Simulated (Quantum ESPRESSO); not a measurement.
**Fixed-spin-moment curve of SrFe2As2**

Wanted: E(M) for SrFe2As2 from a parallel start.

Calculated with Quantum ESPRESSO 7.5; LDA; plane waves with GBRV 1.5 LDA potentials, no spin-orbit coupling.

### 1. Starting point

Symmetry: Fmmm, No. 69, orthorhombic system. The conventional cell has a = 5.518 Å, b = 5.578 Å, c = 12.296 Å, α = 90.00°, β = 90.00°, γ = 90.00°. Nearest to Sr lie 8 As at 3.24 to 3.27 Å. Fe has 4 As at 2.39 Å nearest. Nearest to As lie 4 Fe at 2.39 Å and 4 Sr at 3.24 to 3.27 Å. Farther neighbours are not listed.

The cell comes from the Crystallography Open Database.

### 2. No moment imposed

Contents of pw.in:

```
&CONTROL
  calculation = 'scf'
  prefix = 'pwscf'
  outdir = './tmp'
  pseudo_dir = './pseudo'
  disk_io = 'nowf'
/
&SYSTEM
  ibrav = 0
  celldm(1) = 8
  nat = 5
  ntyp = 3
  ecutwfc = 40
  ecutrho = 280
  nbnd = 38
  occupations = 'smearing'
  smearing = 'fd'
  degauss = 0.00734986
  nspin = 2
  starting_magnetization(1) = 0
  starting_magnetization(2) = 0.175
  starting_magnetization(3) = 0
/
&ELECTRONS
  conv_thr = 1d-08
  electron_maxstep = 150
  mixing_beta = 0.3
/
ATOMIC_SPECIES
Sr     87.6200 sr_lda_v1.uspp.F.UPF
Fe     55.8450 fe_lda_v1.5.uspp.F.UPF
As     74.9216 as_lda_v1.uspp.F.UPF
CELL_PARAMETERS alat
   0.0000000000000    0.6588412025625    1.4523135807163
   0.6516602432889    0.0000000000000    1.4523135807163
   0.6516602432889    0.6588412025625    0.0000000000000
ATOMIC_POSITIONS crystal
Sr      0.0000000000    0.0000000000    0.0000000000
Fe      0.7500000000    0.7500000000    0.7500000000
Fe      0.2500000000    0.2500000000    0.2500000000
As      0.3612000000    0.3612000000    0.6388000000
As      0.6388000000    0.6388000000    0.3612000000
K_POINTS automatic
8 8 8 0 0 0
```

The run is started by

```console
$ OMP_NUM_THREADS=1 mpirun -n 4 pw.x -nk 4 -in pw.in > pw.out
```

What it wrote:

```text
Program PWSCF v.7.5 starts

     Message from routine setup:
     using ibrav=0 with symmetry is DISCOURAGED, use correct ibrav instead

     K-points division:     npool     =       4
     Subspace diagonalization in iterative solution of the eigenvalue problem:

     G-vector sticks info
     --------------------
     sticks:   dense  smooth     PW     G-vecs:    dense   smooth      PW
     Sum        2003    1147    363                50435    21803    3827

     Using Slab Decomposition

     bravais-lattice index     =            0
     lattice parameter (alat)  =       8.0000  a.u.
     unit-cell volume          =     638.5021 (a.u.)^3
     number of atoms/cell      =            5
     number of atomic types    =            3
     number of electrons       =        52.00
     number of Kohn-Sham states=           38
     kinetic-energy cutoff     =      40.0000  Ry
     charge density cutoff     =     280.0000  Ry
     scf convergence threshold =      1.0E-08
     mixing beta               =       0.3000
     number of iterations used =            8  plain     mixing
     Exchange-correlation= SLA  PZ   NOGX NOGC
                           (   1   1   0   0   0   0   0)

     celldm(1)=   8.000000  celldm(2)=   0.000000  celldm(3)=   0.000000
     celldm(4)=   0.000000  celldm(5)=   0.000000  celldm(6)=   0.000000

     crystal axes: (cart. coord. in units of alat)
               a(1) = (   0.000000   0.658841   1.452314 )
               a(2) = (   0.651660   0.000000   1.452314 )
               a(3) = (   0.651660   0.658841   0.000000 )

     reciprocal axes: (cart. coord. in units 2 pi/alat)
               b(1) = ( -0.767271  0.758908  0.344278 )
               b(2) = (  0.767271 -0.758908  0.344278 )
               b(3) = (  0.767271  0.758908 -0.344278 )

     PseudoPot. # 1 for Sr read from file:
     sr_lda_v1.uspp.F.UPF
     Pseudo is Ultrasoft + core correction, Zval = 10.0
     Generated by new atomic code, or converted to UPF format
     Using radial grid of  883 points,  6 beta functions with:
                l(1) =   0
                l(2) =   0
                l(3) =   1
                l(4) =   1
                l(5) =   2
                l(6) =   2
     Q(r) pseudized with  6 coefficients,  rinner =    1.400   1.400   1.400
                                                       1.400   1.400

     PseudoPot. # 2 for Fe read from file:
     fe_lda_v1.5.uspp.F.UPF
     Pseudo is Ultrasoft + core correction, Zval = 16.0
     Generated by new atomic code, or converted to UPF format
     Using radial grid of  861 points,  6 beta functions with:
                l(1) =   0
                l(2) =   0
                l(3) =   1
                l(4) =   1
                l(5) =   2
                l(6) =   2
     Q(r) pseudized with  8 coefficients,  rinner =    1.000   1.000   1.000
                                                       1.000   1.000

     PseudoPot. # 3 for As read from file:
     as_lda_v1.uspp.F.UPF
     Pseudo is Ultrasoft + core correction, Zval =  5.0
     Generated by new atomic code, or converted to UPF format
     Using radial grid of  875 points,  6 beta functions with:
                l(1) =   0
                l(2) =   0
                l(3) =   1
                l(4) =   1
                l(5) =   2
                l(6) =   2
     Q(r) pseudized with  8 coefficients,  rinner =    1.300   1.300   1.300
                                                       1.300   1.300

     atomic species   valence    mass     pseudopotential
     Sr               10.00    87.62000     Sr( 1.00)
     Fe               16.00    55.84500     Fe( 1.00)
     As                5.00    74.92160     As( 1.00)

     Starting magnetic structure
     atomic species   magnetization
     Sr              0.000
     Fe              0.175
     As              0.000

      8 Sym. Ops., with inversion, found

   Cartesian axes

     site n.     atom                  positions (alat units)
         1        Sr     tau(   1) = (   0.0000000   0.0000000   0.0000000  )
         2        Fe     tau(   2) = (   0.9774904   0.9882618   2.1784704  )
         3        Fe     tau(   3) = (   0.3258301   0.3294206   0.7261568  )
         4        As     tau(   4) = (   0.6516602   0.6588412   1.0491513  )
         5        As     tau(   5) = (   0.6516602   0.6588412   1.8554758  )

     number of k points=    95  Fermi-Dirac smearing, width (Ry)=  0.0073
                       cart. coord. in units 2pi/alat
        k(    1) = (   0.0000000   0.0000000   0.0000000), wk =   0.0019531
        k(    2) = (   0.0959089   0.0948635  -0.0430348), wk =   0.0156250
        k(    3) = (   0.1918177   0.1897271  -0.0860696), wk =   0.0156250
        k(    4) = (   0.2877266   0.2845906  -0.1291043), wk =   0.0156250
        k(    5) = (  -0.3836355  -0.3794541   0.1721391), wk =   0.0078125
        [... 90 further k-points ...]

     Dense  grid:    50435 G-vectors     FFT dimensions: (  72,  72,  40)

     Smooth grid:    21803 G-vectors     FFT dimensions: (  54,  54,  30)

     Check: negative core charge=   -0.000017
     Generating pointlists ...
     new r_m :   0.3161 (alat units)  2.5288 (a.u.) for type    1
     new r_m :   0.2330 (alat units)  1.8639 (a.u.) for type    2
     new r_m :   0.2330 (alat units)  1.8639 (a.u.) for type    3

     Initial potential from superposition of free atoms

     starting charge      49.9725, renormalised to      52.0000

     negative rho (up, down):  3.301E-02 3.301E-02
     Starting wfcs are   47 randomized atomic wfcs

     Self-consistent Calculation

     iteration #  1     ecut=    40.00 Ry     beta= 0.30
     Davidson diagonalization with overlap
     ethr =  1.00E-02,  avg # of iterations =  3.3

     negative rho (up, down):  3.226E-02 3.228E-02

     total energy              =    -650.48113788 Ry
     estimated scf accuracy    <       1.36380164 Ry

     total magnetization       =     3.40 Bohr mag/cell
     absolute magnetization    =     3.81 Bohr mag/cell

     iteration #  2     ecut=    40.00 Ry     beta= 0.30
     Davidson diagonalization with overlap
     ethr =  2.62E-03,  avg # of iterations =  2.1

     negative rho (up, down):  3.216E-02 3.217E-02

     total energy              =    -650.47230511 Ry
     estimated scf accuracy    <       0.83395561 Ry

     total magnetization       =     4.51 Bohr mag/cell
     absolute magnetization    =     4.75 Bohr mag/cell

     iteration #  3     ecut=    40.00 Ry     beta= 0.30
     Davidson diagonalization with overlap
     ethr =  1.60E-03,  avg # of iterations =  2.0

     negative rho (up, down):  3.209E-02 3.210E-02

     total energy              =    -650.56273751 Ry
     estimated scf accuracy    <       0.73284079 Ry

     total magnetization       =     3.04 Bohr mag/cell
     absolute magnetization    =     3.56 Bohr mag/cell

     [... further iterations left out ...]

     iteration # 32     ecut=    40.00 Ry     beta= 0.30
     Davidson diagonalization with overlap
     ethr =  5.83E-09,  avg # of iterations =  2.5

     negative rho (up, down):  3.274E-02 3.273E-02

     total energy              =    -650.63724193 Ry
     estimated scf accuracy    <       0.00000046 Ry

     total magnetization       =     0.89 Bohr mag/cell
     absolute magnetization    =     1.06 Bohr mag/cell

     iteration # 33     ecut=    40.00 Ry     beta= 0.30
     Davidson diagonalization with overlap
     ethr =  8.84E-10,  avg # of iterations =  2.2

     negative rho (up, down):  3.274E-02 3.274E-02

     total energy              =    -650.63724228 Ry
     estimated scf accuracy    <       0.00000017 Ry

     total magnetization       =     0.90 Bohr mag/cell
     absolute magnetization    =     1.06 Bohr mag/cell

     iteration # 34     ecut=    40.00 Ry     beta= 0.30
     Davidson diagonalization with overlap
     ethr =  3.20E-10,  avg # of iterations =  2.0

     negative rho (up, down):  3.274E-02 3.274E-02

     total energy              =    -650.63724232 Ry
     estimated scf accuracy    <       0.00000011 Ry

     total magnetization       =     0.90 Bohr mag/cell
     absolute magnetization    =     1.06 Bohr mag/cell

     iteration # 35     ecut=    40.00 Ry     beta= 0.30
     Davidson diagonalization with overlap
     ethr =  2.11E-10,  avg # of iterations =  1.3

     negative rho (up, down):  3.274E-02 3.274E-02

     Magnetic moment per site  (integrated on atomic sphere of radius R)
     atom   1 (R=0.316)  charge=  8.2347  magn= -0.0011
     atom   2 (R=0.233)  charge= 14.2690  magn=  0.4668
     atom   3 (R=0.233)  charge= 14.2690  magn=  0.4668
     atom   4 (R=0.233)  charge=  2.6052  magn= -0.0210
     atom   5 (R=0.233)  charge=  2.6052  magn= -0.0210

     End of self-consistent calculation

     Number of k-points >= 100: set verbosity='high' to print the bands.

     the Fermi energy is    10.6890 ev

!    total energy              =    -650.63724233 Ry
     estimated scf accuracy    <          2.9E-09 Ry
     smearing contrib. (-TS)   =      -0.01213083 Ry
     internal energy E=F+TS    =    -650.62511150 Ry

     The total energy is F=E-TS. E is the sum of the following terms:
     one-electron contribution =    -456.01776097 Ry
     hartree contribution      =     248.74059429 Ry
     xc contribution           =    -138.14268929 Ry
     ewald contribution        =    -305.20525553 Ry

     total magnetization       =     0.90 Bohr mag/cell
     absolute magnetization    =     1.06 Bohr mag/cell

     convergence has been achieved in  35 iterations

=------------------------------------------------------------------------------=
   JOB DONE.
=------------------------------------------------------------------------------=
```

It took 6.9 min on 4 MPI ranks of Intel Xeon Platinum 8375C at 2.90GHz (Ice Lake), shared host; peak memory 0.83 GiB; 27 min of CPU time.

Spin moment in the atom's sphere by atom:

```csv
atom,spin moment in the atom's sphere (μB)
Sr1,-0.001
Fe2,0.467
Fe3,0.467
As4,-0.021
As5,-0.021
```

This step gave:

```yaml
smearing_term_ts: 0.1650 eV
magnetization: 0.896 μB
absolute_magnetization: 1.059 μB
final_state: ferromagnetic
```

### 3. Moment fixed at 0 μB

The two spin channels are filled to separate Fermi energies, so that the total moment meets the target. Half of the up one less the down one is the slope dE/dM.

Changes to pw.in since step 2:

```diff
@@ -14,3 +14,3 @@
   ecutrho = 280
-  nbnd = 38
+  nbnd = 37
   occupations = 'smearing'
@@ -20,4 +20,5 @@
   starting_magnetization(1) = 0
-  starting_magnetization(2) = 0.175
+  starting_magnetization(2) = 0.0088
   starting_magnetization(3) = 0
+  tot_magnetization = 0
 /
```

What it wrote:

```text
     [... lines left out ...]
Program PWSCF v.7.5 starts
     [... lines left out ...]
     number of atoms/cell      =            5
     [... lines left out ...]
     number of electrons       =        52.00 (up:  26.00, down:  26.00)
     number of Kohn-Sham states=           37
     kinetic-energy cutoff     =      40.0000  Ry
     charge density cutoff     =     280.0000  Ry
     scf convergence threshold =      1.0E-08
     [... lines left out ...]
      8 Sym. Ops., with inversion, found
     [... lines left out ...]
     number of k points=    95  Fermi-Dirac smearing, width (Ry)=  0.0073
     [... lines left out ...]
     iteration # 14     ecut=    40.00 Ry     beta= 0.30
     [... lines left out ...]
     Magnetic moment per site  (integrated on atomic sphere of radius R)
     atom   1 (R=0.316)  charge=  8.2331  magn= -0.0000
     atom   2 (R=0.233)  charge= 14.2715  magn=  0.0000
     atom   3 (R=0.233)  charge= 14.2715  magn=  0.0000
     atom   4 (R=0.233)  charge=  2.6055  magn=  0.0000
     atom   5 (R=0.233)  charge=  2.6055  magn=  0.0000
     [... lines left out ...]
     the spin up/dw Fermi energies are    10.6665   10.6665 ev
!    total energy              =    -650.63682074 Ry
     estimated scf accuracy    <          1.1E-09 Ry
     smearing contrib. (-TS)   =      -0.01252600 Ry
     [... lines left out ...]
     total magnetization       =     0.00 Bohr mag/cell
     absolute magnetization    =     0.00 Bohr mag/cell
     convergence has been achieved in  14 iterations
```

Wall time 2 min (4 MPI ranks); peak memory 0.8 GiB.

This step gave:

| Property | Result |
| --- | --- |
| magnetization | 0 μB |
| absolute magnetization | 0 μB |
| half the difference of the two Fermi energies | 0 meV |
| largest moment | 0 μB |

### 4. Moment fixed at 0.21 μB

Changes to pw.in since step 3:

```diff
@@ -22,3 +22,3 @@
   starting_magnetization(3) = 0
-  tot_magnetization = 0
+  tot_magnetization = 0.21
 /
```

What it wrote:

```text
     [... lines left out ...]
Program PWSCF v.7.5 starts
     [... lines left out ...]
     number of atoms/cell      =            5
     [... lines left out ...]
     number of electrons       =        52.00 (up:  26.11, down:  25.89)
     number of Kohn-Sham states=           37
     kinetic-energy cutoff     =      40.0000  Ry
     charge density cutoff     =     280.0000  Ry
     scf convergence threshold =      1.0E-08
     [... lines left out ...]
      8 Sym. Ops., with inversion, found
     [... lines left out ...]
     number of k points=    95  Fermi-Dirac smearing, width (Ry)=  0.0073
     [... lines left out ...]
     iteration # 13     ecut=    40.00 Ry     beta= 0.30
     [... lines left out ...]
     Magnetic moment per site  (integrated on atomic sphere of radius R)
     atom   1 (R=0.316)  charge=  8.2332  magn= -0.0014
     atom   2 (R=0.233)  charge= 14.2714  magn=  0.1128
     atom   3 (R=0.233)  charge= 14.2714  magn=  0.1128
     atom   4 (R=0.233)  charge=  2.6055  magn= -0.0056
     atom   5 (R=0.233)  charge=  2.6055  magn= -0.0056
     [... lines left out ...]
     the spin up/dw Fermi energies are    10.6620   10.6736 ev
!    total energy              =    -650.63686705 Ry
     estimated scf accuracy    <          5.3E-09 Ry
     smearing contrib. (-TS)   =      -0.01248188 Ry
     [... lines left out ...]
     total magnetization       =     0.21 Bohr mag/cell
     absolute magnetization    =     0.26 Bohr mag/cell
     convergence has been achieved in  13 iterations
```

It took 1.9 min on 4 MPI ranks; peak memory 0.78 GiB.

Spin moment in the atom's sphere by atom:

```csv
atom,spin moment in the atom's sphere (μB)
Sr1,-0.001
Fe2,0.113
Fe3,0.113
As4,-0.006
As5,-0.006
```

Numbers from this step:

- magnetization: 0.21 μB
- absolute magnetization: 0.259 μB
- half the difference of the two Fermi energies: -5.8 meV

### 5. Moment fixed at 0.419 μB

Changes to pw.in since step 4:

```diff
@@ -20,5 +20,5 @@
   starting_magnetization(1) = 0
-  starting_magnetization(2) = 0.0088
+  starting_magnetization(2) = 0.0131
   starting_magnetization(3) = 0
-  tot_magnetization = 0.21
+  tot_magnetization = 0.419
 /
```

What it wrote:

```text
     [... lines left out ...]
Program PWSCF v.7.5 starts
     [... lines left out ...]
     number of atoms/cell      =            5
     [... lines left out ...]
     number of electrons       =        52.00 (up:  26.21, down:  25.79)
     number of Kohn-Sham states=           37
     kinetic-energy cutoff     =      40.0000  Ry
     charge density cutoff     =     280.0000  Ry
     scf convergence threshold =      1.0E-08
     [... lines left out ...]
      8 Sym. Ops., with inversion, found
     [... lines left out ...]
     number of k points=    95  Fermi-Dirac smearing, width (Ry)=  0.0073
     [... lines left out ...]
     iteration # 13     ecut=    40.00 Ry     beta= 0.30
     [... lines left out ...]
     Magnetic moment per site  (integrated on atomic sphere of radius R)
     atom   1 (R=0.316)  charge=  8.2334  magn= -0.0024
     atom   2 (R=0.233)  charge= 14.2710  magn=  0.2240
     atom   3 (R=0.233)  charge= 14.2710  magn=  0.2240
     atom   4 (R=0.233)  charge=  2.6055  magn= -0.0110
     atom   5 (R=0.233)  charge=  2.6055  magn= -0.0110
     [... lines left out ...]
     the spin up/dw Fermi energies are    10.6619   10.6809 ev
!    total energy              =    -650.63698871 Ry
     estimated scf accuracy    <          8.4E-09 Ry
     smearing contrib. (-TS)   =      -0.01236613 Ry
     [... lines left out ...]
     total magnetization       =     0.42 Bohr mag/cell
     absolute magnetization    =     0.51 Bohr mag/cell
     convergence has been achieved in  13 iterations
```

Elapsed: 1.9 min, on 4 MPI ranks; peak memory 0.82 GiB; 7.6 min of CPU time.

Read from the output:

* magnetization: 0.419 μB
* absolute magnetization: 0.512 μB
* half the difference of the two Fermi energies: -9.5 meV
* largest moment: 0.2240 μB

### 6. An input with a fault

As a test, an input with a fault in it is run.

Contents of pw.in:

```
&CONTROL
  calculation = 'scf'
  prefix = 'pwscf'
  outdir = './tmp'
  pseudo_dir = './pseudo'
  disk_io = 'nowf'
/
&SYSTEM
  ibrav = 0
  nat = 5
  ntyp = 3
  encut = 500
  ecutwfc = 40
  ecutrho = 280
  nbnd = 38
  occupations = 'smearing'
  smearing = 'fd'
  degauss = 0.00734986
  nspin = 2
  starting_magnetization(1) = 0
  starting_magnetization(2) = 0.175
  starting_magnetization(3) = 0
/
&ELECTRONS
  conv_thr = 1d-08
  electron_maxstep = 50
  mixing_beta = 0.3
/
ATOMIC_SPECIES
Sr     87.6200 sr_lda_v1.uspp.F.UPF
Fe     55.8450 fe_lda_v1.5.uspp.F.UPF
As     74.9216 as_lda_v1.uspp.F.UPF
CELL_PARAMETERS angstrom
   0.0000000000    2.7891500000    6.1482500000
   2.7587500000    0.0000000000    6.1482500000
   2.7587500000    2.7891500000    0.0000000000
ATOMIC_POSITIONS crystal
Sr      0.0000000000    0.0000000000    0.0000000000
Fe      0.7500000000    0.7500000000    0.7500000000
Fe      0.2500000000    0.2500000000    0.2500000000
As      0.3612000000    0.3612000000    0.6388000000
As      0.6388000000    0.6388000000    0.3612000000
K_POINTS automatic
8 8 8 0 0 0
```

What it wrote:

```text
     [... lines left out ...]
Program PWSCF v.7.5 starts
     Error in routine  read_namelists (1):
      bad line in namelist &system: "  encut = 500" (error could be in the previous line)
 %%%%%%%%%%%%%%%%%%%%%%%%%%%%%%%%%%%%%%%%%%%%%%%%%%%%%%%%%%%%%%%%%%%%%%%%%%%%%%
     stopping ...
```

Wall time 0.67 s (4 MPI ranks); peak memory 0.05 GiB.

The input was rejected at the start.

The program's message: “read_namelists (1): bad line in namelist &system: " encut = 500" (error could be in the previous line)”

The fault put into the input: a keyword of another program.

### 7. The curve

The runs not shown differ in the target, the start and the number of states alone. The point at 0.90 μB is the free run, entered with slope zero.

Table of energy over the lowest by total spin moment:

```csv
total spin moment (μB a cell),energy over the lowest (meV a cell)
0.000,5.74
0.210,5.11
0.419,3.45
0.629,1.42
0.838,0.0808
0.896,0
1.048,0.687
1.257,4.31
1.467,11.5
1.677,21.9
1.886,34.9
2.096,49.7
```

Table of dE/dM by total spin moment:

```csv
total spin moment (μB a cell),dE/dM (meV/μB)
0.000,-0.00132
0.210,-5.80
0.419,-9.51
0.629,-8.98
0.838,-2.76
0.896,0
1.048,9.44
1.257,25.6
1.467,42.3
1.677,56.7
1.886,67.2
2.096,73.3
```

Largest site moment against total spin moment:

```csv
total spin moment (μB a cell),largest site moment (μB)
0.000,2.1e-6
0.210,0.113
0.419,0.224
0.629,0.333
0.838,0.438
0.896,0.467
1.048,0.540
1.257,0.638
1.467,0.735
1.677,0.832
1.886,0.930
2.096,1.03
```

### 8. Results

- moment of the free run: 0.90 μB a cell
- energy at zero total moment: 5.74 meV a cell over the lowest
- ΔE/ΔM² from the lowest point to 1.05 and to 0.63 μB: 30 and 20 meV/μB²

What this shows: At zero total moment the site moments vanish, so the 5.7 meV a cell is the energy of forming them. The points show one minimum alone. All runs start parallel; opposed orders may lie lower. Energies are free energies at an electronic temperature of 1160 K, which lowers moments and differences where the moments are itinerant.

[Logs and program files are shortened in this print: banners, set-up blocks, solver, clock and traceback lines can be left out without a mark of their own.]

[Logs are printed without paths, hosts, clocks, repeated set-up lines and the standing remarks that a program may print on its own settings, such as how far it seeks lower states.]

[Hosts, paths, dates, database ids (printed as entryN), source tags and the programs' standing remarks are cut or masked in the printed files.]

[Where a cell is said to come from a database of computed structures, the database is the Materials Project.]
